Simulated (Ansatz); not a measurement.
# NaVS2 (P-3m1): how robust is the cRPA U?, part 2 of 2

Aim: hold the target of a cRPA run on NaVS2 (P-3m1) and move one thing at a time.

Ansatz 0.2.0; constrained RPA on LDA, plane waves, PAW.

So far. Step 5 (Changed: smooth pair densities): On the V t2g shell, screening brings the on-site interaction from 14.2 eV down to U = 2.25 eV. Step 8 (Changed: PBEsol): On the V t2g shell, screening brings the on-site interaction from 14.3 eV down to U = 2.28 eV.

## 9. Changed: potentials

This step: constrained RPA on LDA, plane waves, PAW.

input.yaml

```yaml
crystal:
  lattice:
    - [-2.50965903, 1.0e-08, -2.50965906]
    - [2.50965903, -2.50965906, 1.0e-08]
    - [-3.86134577, -3.86134572, 3.86134572]
  atoms:
    - { symbol: Na, position: [0.0, 0.0, 0.5] }
    - { symbol: V, position: [0.0, 0.0, 0.0] }
    - { symbol: S, position: [0.66666667, 0.33333333, 0.797958] }
    - { symbol: S, position: [0.33333333, 0.66666667, 0.202042] }
kpoints:
  mp_grid: { grid: [12, 12, 4] }
hamiltonian:
  xc: lda
  pseudopotentials: { kind: paw, source: ansatz }
scf:
  occupations: { method: gaussian, width: 0.08 }
  n_extra_bands: 19
  max_iter: 150
output:
  crpa:
    kmesh: [6, 6, 4]
    target_bands: [v1, c2]
    projections: [{ species: V, l: d, shell: 3, orbitals: [dxz, dyz, dxy] }]
```

Run with:

```console
$ ansatz run input.yaml --threads 4 --pin off --max-ram 9216MiB --backend cpu --events-out ev --progress --plain --runs-dir out
```

Numbers of over 12 decimals in the logs are rounded to 6 here.

Output:

```text
[...]
Crystal: 4 atoms, lattice volume = 72.961 Å³
Basis set: ecut = 840 eV, 4057 PW (Γ)
Bands: 36, of which v1, the nominal top of the filled ones, is band 17 counted from 1 (16 counted from 0)
Symmetry: 12 space group operations
[...]
k-points: 69 of 576
[...]
k-point 68: bands = [... 13 lower, 4.0948, 4.5524, 4.5524, 7.8316, 8.1427, 8.1427, 9.6625, 9.6625, ... 15 higher]
[...]
χ-basis size per q: N_G = 246..276
[...]
Site 1, 3D, 3 of 5 d orbitals (Wannier functions 1, 2, 3; wannier90's mr 2, 3, 5):
      screened: U = 2.2328 eV, U' = 1.5108 eV, J = 0.3472 eV
      screened, to within: U = 6.6e-3 eV, U' = 6.6e-3 eV, J = 6.8e-4 eV
      bare: V = 14.2236 eV, V' = 13.2089 eV, J = 0.4866 eV
[...]
[key lines of the parts left out:]
SCF converged after 9 iterations
Free energy (F): -6070.045780 eV
Fermi energy:    7.775506 eV
```

Elapsed: 8.3 min, on 4 threads of Arm Neoverse V1, shared host; peak memory 1.2 GiB; 33 min of CPU time.

Numbers from this step:

- U: 2.233 eV
- U prime (inter-orbital): 1.511 eV
- J: 0.3472 eV
- bare V: 14.22 eV
- bare J: 0.4866 eV
- stated bound on U: 0.006501 eV
- U over bare V: 0.1570
- electrons in the window: 2.000
- head of the constrained inverse dielectric matrix: 0.1387
- least eigenvalue of the projection's overlap: 0.6837
- target functions: 3
- bands in the sums: 38
- width of the target bands: 1.468 eV
- weight of the projected orbitals in the window: 0.8751

On the V t2g shell, screening brings the on-site interaction from 14.2 eV down to U = 2.23 eV.

## 10. Changed: volume -6 %

The cell differs from the one that the last finished run ended in (a 3.549 → 3.477 Å, b 3.549 → 3.477 Å, c 6.688 → 6.552 Å).

input.yaml: that of step 9 with these lines changed.

```diff
@@ -2,5 +2,5 @@
   lattice:
-    - [-2.50965903, 1.0e-08, -2.50965906]
-    - [2.50965903, -2.50965906, 1.0e-08]
-    - [-3.86134577, -3.86134572, 3.86134572]
+    - [-2.4584271234, 9.8e-09, -2.4584271528]
+    - [2.4584271234, -2.4584271528, 9.8e-09]
+    - [-3.7825206772, -3.7825206283, 3.7825206283]
   atoms:
@@ -14,3 +14,2 @@
   xc: lda
-  pseudopotentials: { kind: paw, source: ansatz }
 scf:
@@ -24 +23,6 @@
     projections: [{ species: V, l: d, shell: 3, orbitals: [dxz, dyz, dxy] }]
+  local_orbitals:
+    kmesh: [6, 6, 4]
+    orbitals: [{ species: V, l: d, shell: 3, orbitals: [dxz, dyz, dxy] }]
+    window: { bands: [v1, c2] }
+    seedname: lo
```

Output:

```text
Warning: the atoms were moved onto the symmetric positions of the space group found under crystal.symmetry.tolerance 1.0e-5 (fractional; no operation is sought that the atoms, as they stand in a round, miss by more than twice it, and no atom is moved by as much as it), and the run uses the moved positions. Before a round's move an operation carried an atom to 3.48e-8 Å from where it should land, the largest such dist [...]
[...]
k-point 68: bands = [... 13 lower, 4.7712, 5.2422, 5.2422, 8.6788, 9.0323, 9.0323, 10.6476, 10.6476, ... 15 higher]
[...]
χ-basis size per q: N_G = 240..258
[...]
Site 1, 3D, 3 of 5 d orbitals (Wannier functions 1, 2, 3; wannier90's mr 2, 3, 5):
      screened: U = 2.2021 eV, U' = 1.5018 eV, J = 0.3367 eV
      screened, to within: U = 5.1e-3 eV, U' = 5.1e-3 eV, J = 6.6e-4 eV
      bare: V = 13.8961 eV, V' = 12.9092 eV, J = 0.4701 eV
[...]
[key lines of the parts left out:]
SCF converged after 9 iterations
Free energy (F): -6070.265122 eV
Fermi energy:    8.621651 eV
```

Wall time 2.8 min (4 threads); peak memory 0.64 GiB.

This step gave:

```
U                                                 : 2.202 eV
U prime (inter-orbital)                           : 1.502 eV
J                                                 : 0.3367 eV
bare V                                            : 13.90 eV
bare J                                            : 0.4701 eV
stated bound on U                                 : 0.005035 eV
U over bare V                                     : 0.1585
electrons in the window                           : 2.000
head of the constrained inverse dielectric matrix : 0.1356
least eigenvalue of the projection's overlap      : 0.6602
target functions                                  : 3
bands in the sums                                 : 38
r.m.s. miss of the model bands                    : 0.02663 eV
width of the target bands                         : 1.657 eV
weight of the projected orbitals in the window    : 0.8627
```

On the V t2g shell, screening brings the on-site interaction from 13.9 eV down to U = 2.20 eV.

## 11. Side by side

Times are wall times on 4 threads of Arm Neoverse V1, shared host, good to a factor of about two.

| run | bare V (eV) | U (eV) | J (eV) | bound on U (eV) | width (eV) | time |
| --- | --- | --- | --- | --- | --- | --- |
| target window | 14.23 | 2.233 | 0.348 | 0.0054 | 1.47 | 3.9 min |
| 6×6×2 mesh | 14.24 | 2.225 | 0.348 | 0.0054 | 1.47 | 67 s |
| 3×3×2 mesh | 14.61 | 2.268 | 0.359 | 0.0056 | 1.47 | 11 s |
| smooth pair densities | 14.23 | 2.250 | 0.358 | 0.0090 | 1.47 | 3.6 min |
| PBEsol | 14.29 | 2.284 | 0.351 | 0.0054 | 1.48 | 3.6 min |
| potentials | 14.22 | 2.233 | 0.347 | 0.0065 | 1.47 | 8.3 min |
| volume -6 % | 13.90 | 2.202 | 0.337 | 0.0050 | 1.66 | 2.8 min |

## 12. Results

```yaml
target_window: U 2.23 eV, J 0.35 eV
6x6x2_mesh: U 2.22 eV, J 0.35 eV
3x3x2_mesh: U 2.27 eV, J 0.36 eV
smooth_pair_densities: U 2.25 eV, J 0.36 eV
pbesol: U 2.28 eV, J 0.35 eV
potentials: U 2.23 eV, J 0.35 eV
volume_minus_6: U 2.20 eV, J 0.34 eV
```

6×6×2 mesh moves U by −0.01 eV (within the solver's bounds, for the mean over orbitals) at 0.29 times the time. 3×3×2 mesh moves U by +0.03 eV at 0.049 times the time. Smooth pair densities moves U by +0.02 eV. PBEsol moves U by +0.05 eV. Potentials moves U by −0.0001 eV (within the solver's bounds, for the mean over orbitals) at 2.1 times the time. Volume -6 % moves U by −0.03 eV. The printed bound covers the solver alone, not the mesh, and no denser mesh than the base was run. The parent state is non-magnetic and the interaction static (zero frequency); U depends on the window and the orbitals, so it belongs to this model alone.

[Paths, hosts, dates, memory and timing lines, banners, echoed tables and standing remarks are left out of the program output.]

[Logs are printed without paths, hosts, clocks, repeated set-up lines and the standing remarks that a program may print on its own settings, such as how far it seeks lower states.]

[Runs of the session that timed out or met a known fault of the program may be left out.]

[Hosts, paths, dates, database ids (printed as entryN), source tags and the programs' standing remarks are cut or masked in the printed files.]
